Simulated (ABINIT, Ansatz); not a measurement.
An input for ABINIT 10.8.3 (BaSrSn2O6 (P4/mmm)):

```
acell 3*1.0 Angstrom
rprim 
  4.146422000000 0.000000000000 0.000000000000
  0.000000000000 4.146422000000 0.000000000000
  0.000000000000 0.000000000000 8.294893000000
ntypat 4
znucl 56 38 50 8
natom 10
typat 1 2 3 3 4 4 4 4 4 4
xred 
  0.500000000000 0.500000000000 0.000000000000
  0.500000000000 0.500000000000 0.500000000000
  0.000000000000 0.000000000000 0.747206000000
  0.000000000000 0.000000000000 0.252794000000
  0.000000000000 0.000000000000 0.000000000000
  0.000000000000 0.000000000000 0.500000000000
  0.000000000000 0.500000000000 0.256664000000
  0.000000000000 0.500000000000 0.743336000000
  0.500000000000 0.000000000000 0.743336000000
  0.500000000000 0.000000000000 0.256664000000
pp_dirpath "pseudos"
pseudos "Ba.upf, Sr.upf, Sn.upf, O.upf"
ecut 42
ngkpt 2 2 1
nshiftk 1
shiftk 0 0 0
kptopt 1
chksymbreak 0
istwfk *1
occopt 1
irdwfk 1
optdriver 3
nband 281
ecuteps 6.5
inclvkb 2
awtr 1
symchi 1
indata_prefix "in"
outdata_prefix "out"
tmpdata_prefix "tmp"
```

```sh
OMP_NUM_THREADS=1 mpirun -n 4 abinit run.abi > log
```

Q: How long will it take on 4 MPI ranks of Arm Neoverse V2, shared host, and how much memory?

It took 2.6 min; on shared hardware allow 79 s to 5.3 min. Peak host memory was 2.5 GiB.

[Paths, hosts, dates, memory and timing lines, banners, echoed tables and standing remarks are left out of the program output.]

[Logs are printed without paths, hosts, clocks, repeated set-up lines and the standing remarks that a program may print on its own settings, such as how far it seeks lower states.]

[Runs of the session that timed out or met a known fault of the program may be left out.]

[Hosts, paths, dates, database ids (printed as entryN), source tags and the programs' standing remarks are cut or masked in the printed files.]

[G0W0 gaps are taken among the corrected bands and points alone; a level outside them can change the order at an edge.]

[Where Ansatz stands beside ABINIT at settings called matched, ABINIT's density can come from a denser mesh and the files from another edition; pairs whose starting gaps differed by over 0.03 eV were left out, so agreement reads better than it is.]
